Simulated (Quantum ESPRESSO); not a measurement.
Consider Sr3SbN (Pm-3m).

```
CELL_PARAMETERS angstrom
5.19497 0.00000 0.00000
0.00000 5.19497 0.00000
0.00000 0.00000 5.19497
ATOMIC_POSITIONS crystal
Sb 0.00000 0.00000 0.00000
Sr 0.50000 0.00000 0.50000
Sr 0.50000 0.50000 0.00000
Sr 0.00000 0.50000 0.50000
N 0.50000 0.50000 0.50000
```

Absorber: atom 5, with 6 Sr at 2.60 Å (octahedral, site symmetry m-3m). Method: Quantum ESPRESSO XSpectra, LDA, excited-electron core hole (neutral cell), 10-atom cell with 7.3 Å between holes, 6×6×6 k points, dipole transitions, Lorentzian half width 0.3 eV up to 4 eV, rising linearly to 2.5 eV at 25 eV.

**Question.** Where do the maxima of the N K edge fall?

Main maxima up to 24 eV above the zero (height): 0.9 eV (1.42), 2.7 eV (1.29), 5.4 eV (2.28) and 19.6 eV (0.82). A K edge sees empty p states on the absorber. The total-energy difference is 399.07 eV. One term is added: -7.76 eV, since the hole is spin-paired here and a spin-polarised one costs that much less in the free atom (computed apart). The photon energy is then 391.31 eV. The functional leaves an error in such absolute values: in the free atom LDA prices this hole 3.5 eV below PBE (computed apart), and PBE is itself good to a few eV.

The N K spectrum (energy from the energy zero of the input (xe0, at the border of filled and empty states); intensity scaled to a mean of 1 over the first 20 eV; the points at xe0, where the cut of filled states can leave a spike, are interpolated):

```
E (eV)  intensity
 -2.00       0.05
 -1.25       0.08
 -0.50       0.15
  0.25       0.57
  1.00       1.41
  1.75       1.20
  2.50       1.14
  3.25       0.96
  4.00       1.06
  4.75       1.53
  5.50       2.27
  6.25       1.81
  7.00       1.41
  7.75       1.26
  8.50       1.18
  9.25       0.87
 10.00       0.75
 10.75       0.70
 11.50       0.67
 12.25       0.67
 13.00       0.68
 13.75       0.71
 14.50       0.72
 15.25       0.71
 16.00       0.70
 16.75       0.71
 17.50       0.73
 18.25       0.77
 19.00       0.81
 19.75       0.82
 20.50       0.80
 21.25       0.77
 22.00       0.76
 22.75       0.74
 23.50       0.72
 24.25       0.69
 25.00       0.65
 25.75       0.62
 26.50       0.59
 27.25       0.57
 28.00       0.56
 28.75       0.56
 29.50       0.56
 30.25       0.57
 31.00       0.58
 31.75       0.60
```

Lifetime broadening is put in by hand, and intensities beyond about 20 eV depend on it and on the partial waves; weight that the partial waves miss at high energy is lost. The structure is a computed Materials Project entry and may be a hypothetical form.

[Banner, clock and machine lines of the logs are left out without a mark of their own.]

[Logs are printed without paths, hosts, clocks, repeated set-up lines and the standing remarks that a program may print on its own settings, such as how far it seeks lower states.]

[Hosts, paths, dates, database ids (printed as entryN), source tags and the programs' standing remarks are cut or masked in the printed files.]

[Lists of maxima count a maximum above −3 eV only where it reaches 4 % of the highest in the window and stands out from its surroundings by 2 % of it (1.5 % where it reaches 55 %); shoulders and weaker maxima are passed over, and of the rest the first, up to two pre-edge ones and the few strongest are named.]
